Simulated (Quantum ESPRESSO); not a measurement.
# Mo (Im-3m): phonons and their coupling to the electrons, part 2 of 3

How strong is the electron-phonon coupling in Mo (Im-3m)?

Quantum ESPRESSO 7.5; DFT PBEsol, scalar-relativistic, plane waves, PseudoDojo norm-conserving pseudopotentials.

So far. Step 2 (A probe with smearing): No gap opens on this mesh, so smearing is kept; the start stands at -3.5 GPa. Step 4 (Self-consistent run for the response): The cell stands at -0.02 GPa, close enough for phonons. The relaxed cell has a = 3.130 Å (conventional setting).

## (7) Phonons on a q mesh

Linear response treats each wavevector in the unit cell, with no supercell; the 4×4×4 mesh fixes the range of the force constants to be had. The change of the potential is kept for the electron-phonon matrix elements.

File ph.in:

```
phonons
&inputph
   prefix = 'x'
   outdir = './tmp'
   fildyn = 'x.dyn'
   tr2_ph = 1.0d-18
   alpha_mix(1) = 0.4
   nmix_ph = 8
   ldisp = .true.
   nq1 = 4
   nq2 = 4
   nq3 = 4
   electron_phonon = 'interpolated'
   fildvscf = 'dvscf'
   el_ph_sigma = 0.005
   el_ph_nsigma = 10
/
```

Command:

```
$ OMP_NUM_THREADS=1 mpirun -n 4 ph.x -nk 4 -in ph.in > ph.out
```

Numbers of over 12 decimals in the logs are rounded to 6 here.

Output:

```text
[banners, grids, parts of the stress and lines that vanish by symmetry left out]
[banner, memory and clock lines left out]
Program PHONON v.7.5

     ./tmp/x.save/

     IMPORTANT: XC functional enforced from input :
     Exchange-correlation= PBESOL
                           (   1   4  10   8   0   0   0)
     Any further DFT definition will be discarded
     Please, verify this is what you really want

     G-vector sticks info

     Reading collected, re-writing distributed wavefunctions in ./tmp/

     Dynamical matrices for ( 4, 4, 4)  uniform grid of q-points
     (   8 q-points):
       N         xq(1)         xq(2)         xq(3)
       1   0.000000000   0.000000000   0.000000000
       2   0.216506351   0.216506351   0.000000000
[...]
Number and degeneracy of irreps per q-point
       N         xq(1)         xq(2)         xq(3)   N irreps
       1   0.000000000   0.000000000   0.000000000       1
        3
       2   0.216506351   0.216506351   0.000000000       3
     No degeneracy
[...]
No degeneracy
[...]
No degeneracy
[...]
3
[...]
1   2
       7  -0.866025404  -0.216506351  -0.216506351       3
     No degeneracy
       8  -0.866025404  -0.866025404  -0.866025404       1
        3

     Saving dvscf to file. Distribute only q points, not irreducible representations.

     Calculation of q =    0.0000000   0.0000000   0.0000000

     phonons

     bravais-lattice index     =            0
     lattice parameter (alat)  =       5.1231  a.u.
     unit-cell volume          =     103.5057 (a.u.)^3
     number of atoms/cell      =            1
     number of atomic types    =            1
     kinetic-energy cut-off    =      80.0000  Ry
     charge density cut-off    =     320.0000  Ry
     convergence threshold     =      1.0E-18
     beta                      =       0.4000
     number of iterations used =            8
     Exchange-correlation= PBESOL
                           (   1   4  10   8   0   0   0)

     celldm(1)=    5.12305  celldm(2)=    0.00000  celldm(3)=    0.00000
     celldm(4)=    0.00000  celldm(5)=    0.00000  celldm(6)=    0.00000

     crystal axes: (cart. coord. in units of alat)
               a(1) = ( -0.5774  0.5774  0.5774 )
               a(2) = (  0.5774 -0.5774  0.5774 )
               a(3) = (  0.5774  0.5774 -0.5774 )

     reciprocal axes: (cart. coord. in units 2 pi/alat)
               b(1) = ( -0.0000  0.8660  0.8660 )
               b(2) = (  0.8660 -0.0000  0.8660 )
               b(3) = (  0.8660  0.8660  0.0000 )

     Atoms inside the unit cell:

     Cartesian axes

     site n.  atom      mass           positions (alat units)
        1  Mo     95.9500   tau(    1) = (    0.00000    0.00000    0.00000  )

     Computing dynamical matrix for
                    q = (   0.0000000   0.0000000   0.0000000 )

     49 Sym.Ops. (with q -> -q+G )

     G cutoff =  212.7393  (  10005 G-vectors)     FFT grid: ( 30, 30, 30)

     number of k points=   145  Marzari-Vanderbilt smearing, width (Ry)=  0.0200

     PseudoPot. # 1 for Mo read from file:
     ./pseudo/Mo.upf
     Pseudo is Norm-conserving + core correction, Zval = 14.0

     Mode symmetry, O_h (m-3m)  point group:

     Atomic displacements:
     There are    1 irreducible representations

     Representation     1      3 modes -  To be done

     Alpha used in Ewald sum =   2.8000

     Representation #   1 modes #   1   2   3

     Self-consistent Calculation
      iter #   1   av.it.:   7.6
      thresh= 1.000E-02 alpha_mix =  0.400 |ddv_scf|^2 =  5.113E-06
      iter #   2   av.it.:  10.6
      thresh= 2.261E-04 alpha_mix =  0.400 |ddv_scf|^2 =  5.268E-07
[...]
End of self-consistent calculation

     Convergence has been achieved

     Number of q in the star =    1
     List of q in the star:
[...]
Diagonalizing the dynamical matrix

     q = (    0.000000000   0.000000000   0.000000000 )

 **************************************************************************
     freq (    1) =      -0.250754 [THz] =      -8.364249 [cm-1]
     freq (    2) =      -0.250754 [THz] =      -8.364249 [cm-1]
     freq (    3) =      -0.250754 [THz] =      -8.364249 [cm-1]
 **************************************************************************

     Mode symmetry, O_h (m-3m)  point group:

     freq (   1-   3) =         -8.4  [cm-1]   --> T_1u G_15  G_4- I
     Electron-phonon interaction  ...

     [... narrower broadenings left out ...]
     Gaussian Broadening:   0.020 Ry, ngauss=   0
     DOS =  4.373905 states/spin/Ry/Unit Cell at Ef= 21.714216 eV
     lambda(    1)=  0.0000   gamma=    0.01 GHz
     lambda(    2)=  0.0000   gamma=    0.01 GHz
     lambda(    3)=  0.0000   gamma=    0.01 GHz
     [... wider broadenings left out ...]

     Number of q in the star =    1
     List of q in the star:
[...]
Calculation of q =    0.2165064   0.2165064   0.0000000
     [... set-up and bands at k+q left out ...]

     Mode symmetry, C_2v (mm2)  point group:

     Atomic displacements:
     There are    3 irreducible representations

     Representation     1      1 modes -  To be done

[...]
Message from routine init_vloc:
     Interpolation table for Vloc re-allocated

     Alpha used in Ewald sum =   2.8000

     Representation #   1 mode #   1

     Self-consistent Calculation

[...]
[... iterations left out ...]
[...]
End of self-consistent calculation

     Convergence has been achieved

     Representation #   2 mode #   2

[...]
[... iterations left out ...]
[...]
Convergence has been achieved

[...]
Convergence has been achieved

[...]
Diagonalizing the dynamical matrix

     q = (    0.216506351   0.216506351   0.000000000 )

[...]
freq (    1) =       3.483834 [THz] =     116.208210 [cm-1]
     freq (    2) =       4.048611 [THz] =     135.047133 [cm-1]
     freq (    3) =       5.982612 [THz] =     199.558447 [cm-1]
[...]
Mode symmetry, C_2v (mm2)  point group:

     freq (   1-   1) =        116.2  [cm-1]   --> B_2  D_4  S_4
     freq (   2-   2) =        135.0  [cm-1]   --> B_1  D_3  S_3
     freq (   3-   3) =        199.6  [cm-1]   --> A_1  D_1  S_1
     Electron-phonon interaction  ...

     [... narrower broadenings left out ...]
     Gaussian Broadening:   0.020 Ry, ngauss=   0
     DOS =  4.373905 states/spin/Ry/Unit Cell at Ef= 21.714216 eV
     lambda(    1)=  0.0981   gamma=    4.97 GHz
     lambda(    2)=  0.0897   gamma=    6.14 GHz
     lambda(    3)=  0.1075   gamma=   16.07 GHz
     [... wider broadenings left out ...]

[...]
[... set-up and bands at k+q left out ...]

     Mode symmetry, D_2h (mmm)  point group:

[...]
Convergence has been achieved

[...]
Convergence has been achieved

[...]
Convergence has been achieved

[...]
q = (   -0.433012702  -0.433012702   0.000000000 )

[...]
freq (    1) =       4.603471 [THz] =     153.555256 [cm-1]
     freq (    2) =       5.970563 [THz] =     199.156534 [cm-1]
     freq (    3) =       8.122785 [THz] =     270.946951 [cm-1]
[...]
Mode symmetry, D_2h (mmm)  point group:

     freq (   1-   1) =        153.6  [cm-1]   --> B_1u
     freq (   2-   2) =        199.2  [cm-1]   --> B_2u
     freq (   3-   3) =        270.9  [cm-1]   --> B_3u
[...]
lambda(    1)=  0.7396   gamma=   65.46 GHz
     lambda(    2)=  0.0639   gamma=    9.52 GHz
     lambda(    3)=  0.1106   gamma=   30.48 GHz
[...]
Mode symmetry, C_s (m)     point group:

[...]
Convergence has been achieved

[...]
Convergence has been achieved

[...]
Convergence has been achieved

[...]
q = (    0.433012702   0.216506351   0.216506351 )

[...]
freq (    1) =       5.718531 [THz] =     190.749659 [cm-1]
     freq (    2) =       6.106009 [THz] =     203.674535 [cm-1]
     freq (    3) =       7.284139 [THz] =     242.972740 [cm-1]
[...]
Mode symmetry, C_s (m)     point group:

     freq (   1-   1) =        190.7  [cm-1]   --> A'
     freq (   2-   2) =        203.7  [cm-1]   --> A''
     freq (   3-   3) =        243.0  [cm-1]   --> A'
[...]
lambda(    1)=  0.1221   gamma=   16.68 GHz
     lambda(    2)=  0.0885   gamma=   13.78 GHz
     lambda(    3)=  0.0786   gamma=   17.41 GHz
[...]
Mode symmetry, T_d (-43m)  point group:

[...]
Representation #   1 modes #   1   2   3

[...]
Convergence has been achieved

[...]
q = (    0.433012702   0.433012702   0.433012702 )

[...]
freq (    1) =       6.378555 [THz] =     212.765704 [cm-1]
     freq (    2) =       6.378555 [THz] =     212.765704 [cm-1]
     freq (    3) =       6.378555 [THz] =     212.765704 [cm-1]
[...]
Mode symmetry, T_d (-43m)  point group:

     freq (   1-   3) =        212.8  [cm-1]   --> T_2  G_15 P_4
[...]
lambda(    1)=  0.1976   gamma=   33.57 GHz
     lambda(    2)=  0.1989   gamma=   33.80 GHz
     lambda(    3)=  0.1991   gamma=   33.84 GHz
[...]
Mode symmetry, C_4v (4mm)  point group:

[...]
Convergence has been achieved

     Representation #   2 modes #   2   3

[...]
Convergence has been achieved

[...]
q = (    0.000000000   0.000000000   0.433012702 )

[...]
freq (    1) =       4.476662 [THz] =     149.325376 [cm-1]
     freq (    2) =       4.476662 [THz] =     149.325376 [cm-1]
     freq (    3) =       7.287462 [THz] =     243.083564 [cm-1]
[...]
Mode symmetry, C_4v (4mm)  point group:

     freq (   1-   2) =        149.3  [cm-1]   --> E    G_5 D_5
     freq (   3-   3) =        243.1  [cm-1]   --> A_1  G_1 D_1
[...]
lambda(    1)=  0.2395   gamma=   20.04 GHz
     lambda(    2)=  0.2405   gamma=   20.14 GHz
     lambda(    3)=  0.1623   gamma=   36.00 GHz
[...]
Calculation of q =   -0.8660254  -0.2165064  -0.2165064
     [... set-up and bands at k+q left out ...]

     Mode symmetry, C_2v (mm2)  point group:

     Atomic displacements:
     There are    3 irreducible representations

[...]
Representation     3      1 modes -  To be done

     Alpha used in Ewald sum =   2.8000

[...]
Convergence has been achieved

     Representation #   2 mode #   2

[...]
Convergence has been achieved

     Representation #   3 mode #   3

     Self-consistent Calculation

[...]
[... iterations left out ...]
[...]
End of self-consistent calculation

     Convergence has been achieved

[...]
Diagonalizing the dynamical matrix

     q = (   -0.866025404  -0.216506351  -0.216506351 )

[...]
freq (    1) =       5.406343 [THz] =     180.336180 [cm-1]
     freq (    2) =       6.680292 [THz] =     222.830567 [cm-1]
     freq (    3) =       7.286629 [THz] =     243.055784 [cm-1]
[...]
Mode symmetry, C_2v (mm2)  point group:

     freq (   1-   1) =        180.3  [cm-1]   --> B_1  D_3  S_3
     freq (   2-   2) =        222.8  [cm-1]   --> A_1  D_1  S_1
     freq (   3-   3) =        243.1  [cm-1]   --> B_2  D_4  S_4
     Electron-phonon interaction  ...

     [... narrower broadenings left out ...]
     Gaussian Broadening:   0.020 Ry, ngauss=   0
     DOS =  4.373905 states/spin/Ry/Unit Cell at Ef= 21.714216 eV
     lambda(    1)=  0.4660   gamma=   56.89 GHz
     lambda(    2)=  0.2111   gamma=   39.34 GHz
     lambda(    3)=  0.1745   gamma=   38.69 GHz
     [... wider broadenings left out ...]

[...]
Calculation of q =   -0.8660254  -0.8660254  -0.8660254
     [... set-up and bands at k+q left out ...]

     Mode symmetry, O_h (m-3m)  point group:

     Atomic displacements:
     There are    1 irreducible representations

     Representation     1      3 modes -  To be done

     Message from routine init_vloc:
     Interpolation table for Vloc re-allocated

     Alpha used in Ewald sum =   2.8000

     Representation #   1 modes #   1   2   3

     Self-consistent Calculation

      iter #   1   av.it.:   8.3
      thresh= 1.000E-02 alpha_mix =  0.400 |ddv_scf|^2 =  3.110E-05

      [... iterations left out ...]
      iter #   9   av.it.:  11.6
      thresh= 2.633E-10 alpha_mix =  0.400 |ddv_scf|^2 =  1.843E-19

     End of self-consistent calculation

     Convergence has been achieved

     Number of q in the star =    1
     List of q in the star:
          1  -0.866025404  -0.866025404  -0.866025404

     Diagonalizing the dynamical matrix

     q = (   -0.866025404  -0.866025404  -0.866025404 )

 **************************************************************************
     freq (    1) =       5.711068 [THz] =     190.500725 [cm-1]
     freq (    2) =       5.711068 [THz] =     190.500725 [cm-1]
     freq (    3) =       5.711068 [THz] =     190.500725 [cm-1]
 **************************************************************************

     Mode symmetry, O_h (m-3m)  point group:

     freq (   1-   3) =        190.5  [cm-1]   --> T_1u G_15  G_4-
     Electron-phonon interaction  ...

     [... narrower broadenings left out ...]
     Gaussian Broadening:   0.020 Ry, ngauss=   0
     DOS =  4.373905 states/spin/Ry/Unit Cell at Ef= 21.714216 eV
     lambda(    1)=  0.8601   gamma=  117.17 GHz
     lambda(    2)=  0.8654   gamma=  117.90 GHz
     lambda(    3)=  0.8699   gamma=  118.51 GHz
     [... wider broadenings left out ...]

     Number of q in the star =    1
     List of q in the star:
          1  -0.866025404  -0.866025404  -0.866025404


[key lines of the parts left out:]
the Fermi energy is    21.7123 ev
```

The job ended after 52 min (4 MPI ranks of Arm Neoverse V1, shared host).

Read from the output:

```yaml
largest_acoustic_frequency_at_the_zone_centre_before_the_sum_rule: -8.36 cm⁻¹
lowest_mode_on_the_q_mesh_acoustic_ones_at_the_zone_centre_apart: 116.2 cm⁻¹
```

Frequencies (cm⁻¹) at each irreducible wavevector; negative means imaginary. Frequencies by wavevector:

```
  q (fractions)  star  mode 1  mode 2  mode 3
          0 0 0     1   -8.36   -8.36   -8.36
       0 0 0.25    12   116.2   135.1   199.6
       0 0 -0.5     6   153.6   199.2   270.9
    0 0.25 0.25    24   190.8   203.7     243
 0.25 0.25 0.25     2   212.8   212.8   212.8
0.25 0.25 -0.25     6   149.3   149.3   243.1
 0.25 -0.5 -0.5    12   180.3   222.8   243.1
 -0.5 -0.5 -0.5     1   190.5   190.5   190.5
```

Couplings of single modes at a Gaussian broadening of 0.02 Ry, as ph.x prints them; it sets λ to zero for modes under 20 cm⁻¹. Mode couplings:

```csv
q (fractions),mode,frequency (cm⁻¹),λ,linewidth γ (GHz)
0 0 0.25,1,116.2,0.0981,4.97
0 0 0.25,2,135.1,0.0897,6.14
0 0 0.25,3,199.6,0.1075,16.07
0 0 -0.5,1,153.6,0.7396,65.46
0 0 -0.5,2,199.2,0.0639,9.52
0 0 -0.5,3,270.9,0.1106,30.48
0 0.25 0.25,1,190.8,0.1221,16.68
0 0.25 0.25,2,203.7,0.0885,13.78
0 0.25 0.25,3,243,0.0786,17.41
0.25 0.25 0.25,1,212.8,0.1976,33.57
0.25 0.25 0.25,2,212.8,0.1989,33.8
0.25 0.25 0.25,3,212.8,0.1991,33.84
0.25 0.25 -0.25,1,149.3,0.2395,20.04
0.25 0.25 -0.25,2,149.3,0.2405,20.14
0.25 0.25 -0.25,3,243.1,0.1623,36
0.25 -0.5 -0.5,1,180.3,0.466,56.89
0.25 -0.5 -0.5,2,222.8,0.2111,39.34
0.25 -0.5 -0.5,3,243.1,0.1745,38.69
-0.5 -0.5 -0.5,1,190.5,0.8601,117.2
-0.5 -0.5 -0.5,2,190.5,0.8654,117.9
-0.5 -0.5 -0.5,3,190.5,0.8699,118.5
```

The acoustic modes at Γ come out as far as 8.4 cm⁻¹ from zero, where they should vanish, a small numerical error.

## (8) Fourier transform to real space

The dynamical matrices of the mesh are Fourier-transformed to force constants in real space.

File q2r.in:

```
&input
   fildyn = 'x.dyn'
   zasr = 'crystal'
   flfrc = 'x.fc'
   la2F = .true.
/
```

Command:

```
$ q2r.x < q2r.in > q2r.out
```

Output:

```text
[banners, grids, parts of the stress and lines that vanish by symmetry left out]
[banner, memory and clock lines left out]
Program Q2R v.7.5

  reading grid info from file x.dyn0

  reading force constants from file x.dyn1
  Dielectric Tensor not found
  nqs=            1
 q=   0.00000000  0.00000000  0.00000000
  reading force constants from file x.dyn2
  nqs=           12
 q=   0.21650635  0.21650635 -0.00000000
[...]
reading force constants from file x.dyn7
  nqs=           12
[...]
q=  -0.21650635  0.21650635  0.86602540
  reading force constants from file x.dyn8
  nqs=            1
 q=  -0.86602540 -0.86602540 -0.86602540

      q-space grid ok, #points =   64

      fft-check success (sum of imaginary terms < 10^-12)

   Preparing gamma for a2F

 Broadening =      0.005
      q-space grid ok, #points =   64

      fft-check success (sum of imaginary terms < 10^-12)

 Broadening =      0.010
[...]
Broadening =      0.045
      q-space grid ok, #points =   64

      fft-check success (sum of imaginary terms < 10^-12)

 Broadening =      0.050
      q-space grid ok, #points =   64

      fft-check success (sum of imaginary terms < 10^-12)
```

Wall time 0.47 s (1 thread).

## (9) Interpolated phonon bands

From the force constants any wavevector is cheap; points of the mesh come back as solved, but for the sum rule and, in polar crystals, the LO-TO term at Γ; the rest is interpolation.

File matdyn.in:

```
&input
   asr = 'crystal'
   flfrc = 'x.fc'
   flfrq = 'x.freq'
   flvec = 'x.modes'
   q_in_band_form = .true.
   q_in_cryst_coord = .true.
/
8
  0.0000000   0.0000000   0.0000000  12  ! GAMMA
  0.5000000  -0.5000000   0.5000000  12  ! H
 -0.0000000   0.0000000   0.5000000  12  ! N
  0.0000000   0.0000000   0.0000000  12  ! GAMMA
  0.2500000   0.2500000   0.2500000  12  ! P
  0.5000000  -0.5000000   0.5000000   1  ! H
  0.2500000   0.2500000   0.2500000  12  ! P
 -0.0000000   0.0000000   0.5000000   1  ! N
```

Command:

```
$ matdyn.x -in matdyn.in > matdyn.out
```

Output:

```text
[banner, memory and clock lines left out]
Program MATDYN v.7.5

 mass for atomic type   1 not given; uses mass from file x.fc
 Norm of the difference between old and new effective charges:    0.000000

 Norm of the difference between old and new force-constants:   0.00011

     Message from routine matdyn:
     Z* not found in file x.fc, TO-LO splitting at q=0 will be absent!
     Message from routine matdyn:
     Z* not found in file x.fc, TO-LO splitting at q=0 will be absent!

Note: The following floating-point exceptions are signalling: IEEE_UNDERFLOW_FLAG
```

Run time: 0.46 s. Hardware: 1 thread.

Read from the output:

* lowest frequency on the path: 0 cm⁻¹
* mean frequency: 195 cm⁻¹
* Debye temperature (second moment): 371 K
* logarithmic mean frequency: 189.1 cm⁻¹

Matdyn.x, sum rule crystal. Phonon branches along the path, in cm⁻¹:

```
    point  branch 1  branch 2  branch 3
        Γ         0         0         0
  halfway       149       149       243
        H       190       190       190
  halfway       180       223       243
        N       154       199       271
  halfway       116       135       200
        Γ         0         0         0
  halfway       166       166       208
        P       213       213       213
  halfway       213       232       232
        H       190       190       190
jump to P       213       213       213
  halfway       194       207       246
        N       154       199       271
```

The phonon branches as a text plot (rows in cm⁻¹):

```
    265 |                  ****                                **
    254 |       **        *    *                              *
    243 |      *  *      *      *                            *
    231 |               *                    *     ****     *
    220 |     *    *    ***                 * ** **    *   *
    209 |              *   **              * ************  ****
    198 |           ***      **  *                       **  * **
    186 |    *    *******      *          * *                 *
    175 |        *       **       *
    164 |       *          **   *        * *                   *
    152 |   *  *             **                                 *
    141 |                      **  *      *
    130 |     *                  *      *
    119 |                        **      *
    107 |  * *
     96 |                         **
     85 |   *                      *   **
     73 |                           *
     62 |  *                           *
     51 | *                         *
     40 |                           **
     28 | *                          *
     17 |                            *
      6 |*                            *
         Γ           H       N        Γ         P        H|P    N
```

Lowest modes at the softest wavevector of the mesh; phase exp(i q.(R + tau)). Modes at q = (0.250, -0.250, 0.000):

| mode | frequency (cm⁻¹) |
| --- | --- |
| 1 | 116.2 |
| 2 | 135.0 |
| 3 | 199.5 |

Displacements in mode 1 (116.2 cm⁻¹), the largest set to 1, in the home cell:
```
Mo1 0.00 0.00 1.00
```

Displacements in mode 3 (199.5 cm⁻¹), the largest set to 1, in the home cell:
```
Mo1  1.00 -1.00  0.00
```

Force constants by pair (phonopy on the run's constants); pairs near half the supercell's span include their periodic images. Pair force constants, by row:

| atom | neighbour | distance (Å) | third of the trace (eV/Å²) | along the pair's line (eV/Å²) |
| --- | --- | --- | --- | --- |
| Mo1 | itself | 0 | 14.08 | – |
| Mo1 | Mo | 2.711 | -0.9685 | -2.208 |
| Mo1 | Mo | 3.13 | -0.8686 | -2.869 |
| Mo1 | Mo | 4.427 | -0.1841 | -0.3169 |
| Mo1 | Mo | 5.191 | 0.056 | 0.123 |
| Mo1 | Mo | 5.422 | 0.0645 | -0.2628 |
| Mo1 | Mo | 6.261 | -0.2278 | -0.4762 |
| Mo1 | Mo | 7 | 0.0281 | 0.0383 |

Harmonic mean-square displacement, third of the trace. Mean-square displacements:

| T (K) | Mo1 U_eq (Å²) |
| --- | --- |
| 0 | 9.70e-4 |
| 100 | 0.00124 |
| 300 | 0.00272 |
| 600 | 0.00524 |

Mode patterns, pair constants, displacements and means over the zone were worked out by phonopy from the force constants of q2r.x.

All branches are real along the path.

[end of part 2 of 3]

[Host names and launcher messages were left out of these logs when they were recorded.]

[Logs are printed without paths, hosts, clocks, repeated set-up lines and the standing remarks that a program may print on its own settings, such as how far it seeks lower states.]

[Hosts, paths, dates, database ids (printed as entryN), source tags and the programs' standing remarks are cut or masked in the printed files.]
